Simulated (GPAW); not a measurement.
The O K edge of atom 4 in MnH4Br2O2 (C2/m), with 2 H at 0.99 Å and 1 Mn at 2.16 Å (distorted trigonal planar, site symmetry 2), was computed in 3 ways: full core hole (charged cell), half core hole and no core hole. Program and functional: GPAW, LDA + U, Gaussian full width 0.9 eV up to 4 eV, rising linearly to 3.5 eV at 25 eV; cells of 9 and 18 atoms (the run without a hole in the smaller).

Each run is counted from its own lowest empty level or Fermi level and scaled to a mean of 1 over its first 20 eV.

```
E (eV)  run 1  run 2  run 3
  -2.0   0.00   0.00   0.00
  -1.4   0.00   0.00   0.00
  -0.8   0.00   0.00   0.00
  -0.2   0.00   0.00   0.03
   0.4   0.04   0.01   0.24
   1.0   0.20   0.07   0.65
   1.6   0.53   0.25   0.96
   2.2   0.83   0.56   1.98
   2.8   1.03   0.57   2.87
   3.4   1.59   0.70   3.30
   4.0   2.73   1.03   2.34
   4.6   2.90   1.50   1.63
   5.2   2.47   2.31   1.37
   5.8   1.86   2.66   1.30
   6.4   1.46   2.31   1.12
   7.0   1.09   1.73   0.78
   7.6   0.83   1.30   0.57
   8.2   0.67   1.04   0.46
   8.8   0.65   0.94   0.43
   9.4   0.67   0.94   0.47
  10.0   0.67   0.93   0.51
  10.6   0.66   0.89   0.53
  11.2   0.66   0.86   0.54
  11.8   0.65   0.82   0.57
  12.4   0.63   0.77   0.60
  13.0   0.61   0.71   0.62
  13.6   0.64   0.67   0.68
  14.2   0.73   0.69   0.79
  14.8   0.86   0.78   0.94
  15.4   1.00   0.90   1.06
  16.0   1.08   1.02   1.10
  16.6   1.09   1.09   1.03
  17.2   1.03   1.11   0.91
  17.8   0.94   1.09   0.79
  18.4   0.84   1.02   0.71
  19.0   0.76   0.95   0.65
  19.6   0.70   0.87   0.62
  20.2   0.66   0.81   0.59
  20.8   0.63   0.76   0.57
  21.4   0.60   0.71   0.56
  22.0   0.58   0.67   0.56
  22.6   0.57   0.63   0.56
  23.2   0.58   0.62   0.59
  23.8   0.61   0.63   0.62
  24.4   0.65   0.66   0.67
  25.0   0.69   0.69   0.70
  25.6   0.71   0.71   0.72
  26.2   0.72   0.72   0.72
  26.8   0.72   0.73   0.71
  27.4   0.73   0.74   0.70
  28.0   0.73   0.76   0.69
  28.6   0.73   0.78   0.69
  29.2   0.73   0.80   0.68
  29.8   0.72   0.81   0.67
  30.4   0.70   0.80   0.65
  31.0   0.68   0.78   0.63
  31.6   0.64   0.75   0.60
```

Which run is which?

Run 1: half core hole (area from −2 to 6 eV 8.3, main maxima 4.4 eV (2.95) and 16.4 eV (1.09)). Run 2: no core hole (area from −2 to 6 eV 5.5, main maxima 5.7 eV (2.66) and 17.1 eV (1.11)). Run 3: full core hole (charged cell) (area from −2 to 6 eV 9.9, main maxima 3.3 eV (3.31) and 15.9 eV (1.10)). With each curve scaled to its own mean, the area from −2 to 6 eV with the hole is 9.9 against 5.5, and the centre of weight from −1 to 20 eV moves by -1.7 eV, while the pattern of peaks shifts by -2.6 eV: the hole pulls the absorber's empty states down.

[Banner, clock and machine lines of the logs are left out without a mark of their own.]

[Logs are printed without paths, hosts, clocks, repeated set-up lines and the standing remarks that a program may print on its own settings, such as how far it seeks lower states.]

[Hosts, paths, dates, database ids (printed as entryN), source tags and the programs' standing remarks are cut or masked in the printed files.]

[Lists of maxima count a maximum above −3 eV only where it reaches 4 % of the highest in the window and stands out from its surroundings by 2 % of it (1.5 % where it reaches 55 %); shoulders and weaker maxima are passed over, and of the rest the first, up to two pre-edge ones and the few strongest are named.]
